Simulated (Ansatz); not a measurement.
## V (Im-3m, 1 atom in the cell): phonons and vibrational spectra

Wanted: phonon frequencies of V (Im-3m, 1 atom in the cell) and what follows from them.

Program: Ansatz 0.2.0. Level of theory: DFT PBE, scalar-relativistic, plane waves, norm-conserving pseudopotentials. Results are calculated unless marked as measured.

### Step 1. Starting point

Symmetry: Im-3m, No. 229, cubic system. Conventional cell: a = 3.029 Å, b = 3.029 Å, c = 3.029 Å, α = 90.00°, β = 90.00°, γ = 90.00°. V has 8 V at 2.62 Å nearest.

Coordinates:

```cif
data_structure
_symmetry_space_group_name_H-M 'P 1'
_symmetry_Int_Tables_number 1
_cell_length_a 2.6229
_cell_length_b 2.6229
_cell_length_c 2.6229
_cell_angle_alpha 109.471
_cell_angle_beta 109.471
_cell_angle_gamma 109.471
_cell_volume 13.89
loop_
_atom_site_label
_atom_site_type_symbol
_atom_site_fract_x
_atom_site_fract_y
_atom_site_fract_z
_atom_site_occupancy
V1 V 0.00000 0.00000 0.00000 1
```

### Step 2. Relaxation

Harmonic phonons are second derivatives at a point where the forces vanish, and they are wanted at zero stress, so atoms and cell are relaxed first.

input.yaml

```yaml
crystal:
  lattice:
    - [-1.51435, 1.51435, 1.51435]
    - [1.51435, -1.51435, 1.51435]
    - [1.51435, 1.51435, -1.51435]
  atoms:
    - { symbol: V, position: [0.0, 0.0, 0.0] }
kpoints:
  mp_grid: { grid: [20, 20, 20] }
hamiltonian:
  xc: pbe
  pseudopotentials: { kind: nc }
scf:
  occupations: { method: gaussian, width: 0.1 }
output:
  forces: true
  stress: true
  eigenvalues: true
relax:
  adjacent_minimum: "off"
  f_tol: 0.005
  max_steps: 80
  cell: { stress_tol: 0.05 }
```

Launch:

```console
> ansatz run input.yaml --threads 4 --pin off --max-ram 10240MiB --backend cpu --events-out ev --progress --plain --runs-dir out
```

Numbers of over 12 decimals in the logs are rounded to 6 here.

Output:

```text
Engine: ansatz 0.2.0, x86_64-unknown-linux-gnu
Pseudopotentials: kind: nc
Pseudopotential: V, nc, valence charge 13, recommended cutoff 1142.878222 eV (normal), V.nc.azcp
Functional definition: PBE
  parameter kappa = 0.804
  parameter beta = 0.066725
  exchange = pbe_x(kappa = kappa, mu = beta*pi^2/3)
  correlation = pbe_c(beta = beta)
Crystal: 1 atoms, lattice volume = 13.891 Å³
Basis set: ecut = 1142.878222 eV, 1205 PW (Γ), exchange–correlation on 60×60×60 points (8 copies of the dense FFT grid, shifted against one another)
Bands: 11, of which v1, the nominal top of the filled ones, is band 7 counted from 1 (6 counted from 0)
Symmetry: 48 space group operations
Space group: Im-3m (ITA 229), of the structure as read, at distance tolerance 2.4e-5 Å
k-points: 256 of 8000
Non-local potential: V, projectors of the file, l = 0: 2, l = 1: 2, l = 2: 2
Initial density: superposition of atomic densities (chi_scale 0.1, normalization cell)
Initial wavefunctions: pseudopotential atomic-orbital guess
Functional: x = pbe(κ = 0.804, μ = 0.219515), c = pbe(β = 0.066725)
SCF iter   1: F=—  HF=-2089.847645 eV  |F-HF|=—  |Δ(HF+E_count)|=         —  Δρ=9.03e-2  dr2=9.44e-1  ethr=3.10e-3  ⟨swp⟩=6.8  Hψ=19402  notcnv=0
preconditioner: auto → none  [metal: Δε(μ)=0.009 eV  Ē_g=6.861 eV  σ=0.100 eV  W_gap=0.05  n_scr=0 (ndim 8)  ℏωp=22.3 eV  f_vac=0.000  D(μ)=1.72/eV (n_scr^D=18)]
SCF iter   2: F=—  HF=-2089.609374 eV  |F-HF|=—  |Δ(HF+E_count)|=   2.38e-1  Δρ=4.19e-2  dr2=1.25e-1  ethr=3.10e-3  ⟨swp⟩=3.2  Hψ=8447  notcnv=0  defer=63
SCF iter   3: F=—  HF=-2089.571920 eV  |F-HF|=—  |Δ(HF+E_count)|=   3.75e-2  Δρ=1.30e-2  dr2=3.90e-3  ethr=9.62e-4  ⟨swp⟩=3.1  Hψ=5953  notcnv=0  defer=63
SCF iter   4: F=—  HF=-2089.572093 eV  |F-HF|=—  |Δ(HF+E_count)|=   1.73e-4  Δρ=1.25e-3  dr2=5.67e-5  ethr=3.00e-5  ⟨swp⟩=1.1  Hψ=3016  notcnv=0  defer=63
SCF iter   5: F=—  HF=-2089.572082 eV  |F-HF|=—  |Δ(HF+E_count)|=   1.15e-5  Δρ=8.56e-5  dr2=2.18e-7  ethr=4.36e-7  ⟨swp⟩=2.3  Hψ=3771  notcnv=0  defer=63
SCF iter   6: F=-2089.572082 eV  HF=-2089.572082 eV  |F-HF|=2.68e-9  |Δ(HF+E_count)|=   8.95e-9  Δρ=2.13e-5  dr2=8.54e-9  ethr=7.69e-10  ⟨swp⟩=8.6  Hψ=16238  notcnv=0
SCF 1 converged in 6 iterations: F = -2089.572082 eV  dr2 = 8.54e-9
relax step   1: F+E_penalty+E_count = -2089.57208196 eV  Δ(F+E_penalty+E_count) = +0.000e0 eV  max|allowed force component| = 0.000e0 eV/Å  Δτ_max = 0.0000 Å  P = -5.385 GPa  Ω = 13.891 Å³  (6 SCF iters, dr2 threshold 1.00e-7 eV, accepted)
Crystal: 1 atoms, lattice volume = 13.394 Å³
Initial density: handed on by an earlier stage of this run
Initial wavefunctions: those handed on with the density
iter 1 solved again at ethr=7.21e-6 eV; its pass at ethr=3.10e-3 eV (dr2=9.37e-4 eV) is discarded
SCF iter   1: F=—  HF=-2089.579506 eV  |F-HF|=—  |Δ(HF+E_count)|=         —  Δρ=2.70e-3  dr2=8.54e-4  ethr=7.21e-6  ⟨swp⟩=2.0  Hψ=25507  notcnv=0
preconditioner: auto → none  [metal: Δε(μ)=0.007 eV  Ē_g=6.798 eV  σ=0.100 eV  W_gap=0.04  n_scr=0 (ndim 8)  ℏωp=22.7 eV  f_vac=0.000  D(μ)=1.72/eV (n_scr^D=18)]
SCF iter   2: F=—  HF=-2089.579292 eV  |F-HF|=—  |Δ(HF+E_count)|=   2.14e-4  Δρ=1.27e-3  dr2=1.01e-4  ethr=6.57e-6  ⟨swp⟩=2.5  Hψ=4394  notcnv=0
SCF iter   3: F=—  HF=-2089.579264 eV  |F-HF|=—  |Δ(HF+E_count)|=   2.79e-5  Δρ=4.04e-4  dr2=5.16e-6  ethr=7.74e-7  ⟨swp⟩=2.5  Hψ=4564  notcnv=0
SCF iter   4: F=—  HF=-2089.579264 eV  |F-HF|=—  |Δ(HF+E_count)|=   2.59e-9  Δρ=3.75e-5  dr2=3.77e-8  ethr=7.69e-10  ⟨swp⟩=6.0  Hψ=15679  notcnv=0
SCF iter   5: F=-2089.579264 eV  HF=-2089.579264 eV  |F-HF|=1.20e-10  |Δ(HF+E_count)|=   1.18e-8  Δρ=2.18e-6  dr2=1.97e-10  ethr=2.90e-10  ⟨swp⟩=2.5  Hψ=10200  notcnv=0
SCF 2 converged in 5 iterations: F = -2089.579264 eV  dr2 = 1.97e-10
relax step   2: F+E_penalty+E_count = -2089.57926438 eV  Δ(F+E_penalty+E_count) = -7.182e-3 eV  max|allowed force component| = 0.000e0 eV/Å  Δτ_max = 0.0000 Å  P = +0.991 GPa  Ω = 13.394 Å³  energy of the carried Pulay correction = +6.682e-5 eV  (5 SCF iters, dr2 threshold 1.00e-7 eV, accepted)
Crystal: 1 atoms, lattice volume = 13.469 Å³
iter 1 solved again at ethr=1.31e-7 eV; its pass at ethr=3.10e-3 eV (dr2=1.70e-5 eV) is discarded
SCF iter   1: F=—  HF=-2089.579480 eV  |F-HF|=—  |Δ(HF+E_count)|=         —  Δρ=4.02e-4  dr2=1.92e-5  ethr=1.31e-7  ⟨swp⟩=3.1  Hψ=25258  notcnv=0
preconditioner: auto → none  [metal: Δε(μ)=0.005 eV  Ē_g=6.749 eV  σ=0.100 eV  W_gap=0.03  n_scr=0 (ndim 8)  ℏωp=22.6 eV  f_vac=0.000  D(μ)=1.74/eV (n_scr^D=18)]
SCF iter   2: F=—  HF=-2089.579475 eV  |F-HF|=—  |Δ(HF+E_count)|=   4.12e-6  Δρ=1.95e-4  dr2=2.37e-6  ethr=1.31e-7  ⟨swp⟩=2.3  Hψ=4420  notcnv=0
SCF iter   3: F=—  HF=-2089.579475 eV  |F-HF|=—  |Δ(HF+E_count)|=   6.96e-7  Δρ=6.14e-5  dr2=1.19e-7  ethr=1.83e-8  ⟨swp⟩=2.4  Hψ=4621  notcnv=0
SCF iter   4: F=-2089.579475 eV  HF=-2089.579475 eV  |F-HF|=1.92e-10  |Δ(HF+E_count)|=   1.92e-8  Δρ=5.94e-6  dr2=9.46e-10  ethr=7.69e-10  ⟨swp⟩=5.4  Hψ=12866  notcnv=0
SCF 3 converged in 4 iterations: F = -2089.579475 eV  dr2 = 9.46e-10
relax step   3: F+E_penalty+E_count = -2089.57947479 eV  Δ(F+E_penalty+E_count) = -2.104e-4 eV  max|allowed force component| = 0.000e0 eV/Å  Δτ_max = 0.0000 Å  P = -0.043 GPa  Ω = 13.469 Å³  energy of the carried Pulay correction = +5.660e-5 eV  (4 SCF iters, dr2 threshold 1.00e-7 eV, accepted)
[...]
relax step   4: F+E_penalty+E_count = -2089.57943671 eV  Δ(F+E_penalty+E_count) = +3.808e-5 eV  max|allowed force component| = 0.000e0 eV/Å  Δτ_max = 0.0000 Å  P = -0.054 GPa  Ω = 13.469 Å³  stress off target by 5.44e-2 GPa  SCF on the basis re-selected at this cell (its energy is not comparable with the rows above)  (4 SCF iters)
[...]
relax step   5: F+E_penalty+E_count = -2089.57943792 eV  Δ(F+E_penalty+E_count) = -1.213e-6 eV  max|allowed force component| = 0.000e0 eV/Å  Δτ_max = 0.0000 Å  P = -0.000 GPa  Ω = 13.465 Å³  energy of the carried Pulay correction = +5.394e-7 eV  (2 SCF iters, dr2 threshold 7.39e-9 eV, accepted)
iter 1 solved again at ethr=2.00e-10 eV; its pass at ethr=3.10e-3 eV (dr2=2.60e-8 eV) is discarded
SCF iter   1: F=—  HF=-2089.579437 eV  |F-HF|=—  |Δ(HF+E_count)|=         —  Δρ=1.01e-5  dr2=6.49e-9  ethr=2.00e-10  ⟨swp⟩=5.5  Hψ=32683  notcnv=0
SCF iter   2: F=—  HF=-2089.579438 eV  |F-HF|=—  |Δ(HF+E_count)|=   5.90e-7  Δρ=3.09e-6  dr2=9.68e-10  ethr=4.99e-11  ⟨swp⟩=2.1  Hψ=4420  notcnv=0
SCF iter   3: F=—  HF=-2089.579438 eV  |F-HF|=—  |Δ(HF+E_count)|=  2.30e-10  Δρ=1.64e-6  dr2=7.63e-11  ethr=7.45e-12  ⟨swp⟩=2.3  Hψ=4256  notcnv=0
SCF iter   4: F=-2089.579438 eV  HF=-2089.579438 eV  |F-HF|=4.55e-13  |Δ(HF+E_count)|=  1.73e-11  Δρ=9.76e-8  dr2=2.35e-13  ethr=1.00e-12  ⟨swp⟩=8.2  Hψ=14578  notcnv=0
SCF 6 converged in 4 iterations: F = -2089.579438 eV  dr2 = 2.35e-13
relax step   6: F+E_penalty+E_count = -2089.57943758 eV  Δ(F+E_penalty+E_count) = +3.444e-7 eV  max|allowed force component| = 0.000e0 eV/Å  Δτ_max = 0.0000 Å  P = -0.000 GPa  Ω = 13.465 Å³  stress off target by 4.21e-4 GPa  SCF on the basis re-selected at this cell (its energy is not comparable with the rows above)  (4 SCF iters)
basis re-selected at this cell: Δ(F+E_penalty+E_count) = +3.444e-7 eV, ΔP = +0.000 GPa vs the last step (what re-selecting the basis moved, of the pressure what is left beyond the Pulay correction that the steps carried, after the strain that the cell walked since its last selection, with what the two solves' SCF thresholds leave and, on support functions, any second-order correction that the steps lacked; it is no measure of the basis error at this ecutwfc). This SCF's stress stands 4.21e-4 GPa from its target on what of the cell is left free (relax.cell.stress_tol is 5.00e-2 GPa) and its largest allowed force component is 0.00e0 eV/Å (relax.f_tol is 5.00e-3 eV/Å): [rest of the remark cut]
SCF converged after 4 iterations
Free energy (F): -2089.579438 eV
Harris-Foulkes:  -2089.579438 eV  (|F-HF|=4.55e-13)
Internal energy: -2089.570742 eV  (E = F + TS)
E sigma→0 (E₀):  -2089.575090 eV
Entropy (-TS):   -0.008696 eV (-8.696 meV/atom)
Fermi energy:    16.669309 eV
--- Per-component energies (eV) ---
  E_band       = -142.862146
  E_kinetic    = 827.730093
  E_local      = -1442.037016  (includes V_loc(G=0)·N_el)
  E_nonlocal   = 17.699392
  E_hartree    = 391.106437
  E_xc         = -406.738564
  E_vxc        = -328.467495  (∫ρ·V_xc dr)
  E_ewald      = -1477.331084
  E_smearing   = -0.008696  (= −TS)
  E_closure    = -0.000000  (closes the sum)
  Σ components = -2089.579438   (vs F -2089.579438, Δ=0.00e0)
--- Forces (eV/Å), atoms counted from 1 ---
  atom   1  V      0.00000000    -0.00000000     0.00000000
  max |Σ_I F_I| component: 2.56e-30 eV/Å
--- Stress (GPa, compression-positive) ---
       -0.000421       0.000000      -0.000000
        0.000000      -0.000421       0.000000
        0.000000       0.000000      -0.000421
  P = ⅓ Tr σ = -0.0004 GPa (-0.004 kbar)
--- Band table (eV; the first three rows and the last of 256) ---
  k-point 0: bands = [... 3 lower, -20.3525, 10.0645, 17.0902, 17.0902, 17.0902, 19.0995, 19.0995, 37.2402]
  k-point 1: bands = [... 3 lower, -20.3527, 10.1658, 17.0466, 17.0815, 17.1627, 19.0482, 19.1022, 37.0439]
  k-point 2: bands = [... 3 lower, -20.3531, 10.4633, 16.9221, 17.0438, 17.3766, 18.9232, 19.1118, 36.4665]
  k-point 255: bands = [... 3 lower, -20.9689, 13.6651, 13.6651, 20.4160, 20.4160, 20.4160, 26.8729, 26.8729]
--- Relaxed structure (4 steps of the walk, 4 accepted, 2 SCFs on fresh bases) ---
  F+E_penalty+E_count = -2089.57943758 eV   max|allowed force component| = 0.000e0 eV/Å   (the final SCF, on the basis selected at the relaxed cell)
  cell:  # Å, volume = 13.4645 Å³
    - [-1.498686, 1.498686, 1.498686]
    - [1.498686, -1.498686, 1.498686]
    - [1.498686, 1.498686, -1.498686]
  atoms:
    - { symbol: V, position: [0.0, 0.0, 0.0] }
```

It took 9.1 s on 4 threads of Intel Xeon Platinum 8488C (Sapphire Rapids), shared host; peak memory 0.47 GiB; 34 s of CPU time.

This run has no spin polarisation, although V can carry a moment.

Step by step:

```tsv
step	energy less that of the first step (eV)	largest force component (eV/Å)	pressure (GPa)	volume (Å³)
1	0.0000	0.0000	-5.39	13.89
2	-0.0072	0.0000	0.99	13.39
3	-0.0074	0.0000	-0.04	13.47
4*	-0.0074	0.0000	-0.05	13.47
5	-0.0074	0.0000	0.00	13.46
6*	-0.0074	0.0000	0.00	13.46
```

Relaxation steps marked * repeat the geometry before them on a plane-wave basis chosen anew for their cell, so energy and pressure can jump there.

```tsv
conventional cell, symmetrised	before	after	change
a (Å)	3.029	2.997	-1.0 %
b (Å)	3.029	2.997	-1.0 %
c (Å)	3.029	2.997	-1.0 %
volume (Å³/atom)	13.89	13.46	-3.1 %
```

The relaxed structure:

```cif
data_structure
_symmetry_space_group_name_H-M 'P 1'
_symmetry_Int_Tables_number 1
_cell_length_a 2.5958
_cell_length_b 2.5958
_cell_length_c 2.5958
_cell_angle_alpha 109.471
_cell_angle_beta 109.471
_cell_angle_gamma 109.471
_cell_volume 13.46
loop_
_atom_site_label
_atom_site_type_symbol
_atom_site_fract_x
_atom_site_fract_y
_atom_site_fract_z
_atom_site_occupancy
V1 V 0.00000 0.00000 0.00000 1
```

Numbers from this step:

| Quantity | Value |
| --- | --- |
| pressure | -4.21e-4 GPa |
| volume per atom | 13.46 Å³ |
| gap on the k-mesh | 0 eV |

In this step the volume went from 13.89 to 13.46 Å³/atom.

### Step 3. Tight relaxation

Phonons need a cell at rest on their own settings, so the relaxation is repeated with tight tolerances on forces and stress on the k mesh and occupations of the first response run.

input.yaml, the sections that differ from step 2:

```yaml
crystal:
  lattice:
    - [-1.4986858017, 1.4986858017, 1.4986858017]
    - [1.4986858017, -1.4986858017, 1.4986858017]
    - [1.4986858017, 1.4986858017, -1.4986858017]
  atoms:
    - { symbol: V, position: [0.0, 0.0, 0.0] }
scf:
  occupations: { method: methfessel_paxton, width: 0.2 }
relax:
  adjacent_minimum: "off"
  f_tol: 0.001
  max_steps: 60
  cell: { stress_tol: 0.01 }
# kpoints, hamiltonian, output: as in step 2
```

Output:

```text
[...]
Crystal: 1 atoms, lattice volume = 13.465 Å³
Basis set: ecut = 1142.878222 eV, 1205 PW (Γ), exchange–correlation on 60×60×60 points (8 copies of the dense FFT grid, shifted against one another)
Bands: 11, of which v1, the nominal top of the filled ones, is band 7 counted from 1 (6 counted from 0)
Symmetry: 48 space group operations
[...]
k-points: 256 of 8000
[...]
k-point 255: bands = [... 3 lower, -20.9632, 13.6696, 13.6696, 20.4233, 20.4233, 20.4233, 26.8826, 26.8826]
--- Relaxed structure (2 steps of the walk, 2 accepted, 1 SCFs on fresh bases) ---
[...]
cell:  # Å, volume = 13.4599 Å³
    - [-1.498515, 1.498515, 1.498515]
    - [1.498515, -1.498515, 1.498515]
    - [1.498515, 1.498515, -1.498515]
  atoms:
    - { symbol: V, position: [0.0, 0.0, 0.0] }
[key lines of the parts left out:]
SCF converged after 5 iterations
Free energy (F): -2089.574887 eV
Fermi energy:    16.674445 eV
P = ⅓ Tr σ = 0.0048 GPa (0.048 kbar)
```

Wall time 4.4 s (4 threads); peak memory 0.5 GiB.

Little changed from the start: no atom moved by 0.005 Å and no cell edge by 0.1 %.

Numbers from this step:

```
pressure : 0.004796 GPa
```

The forces vanish by symmetry and the pressure is 0.005 GPa, within the tolerances set. The cell now holds 13.46 Å³/atom.

(Continued in part 2 of 2.)

[Logs are printed without paths, hosts, clocks, repeated set-up lines and the standing remarks that a program may print on its own settings, such as how far it seeks lower states.]

[Hosts, paths, dates, database ids (printed as entryN), source tags and the programs' standing remarks are cut or masked in the printed files.]
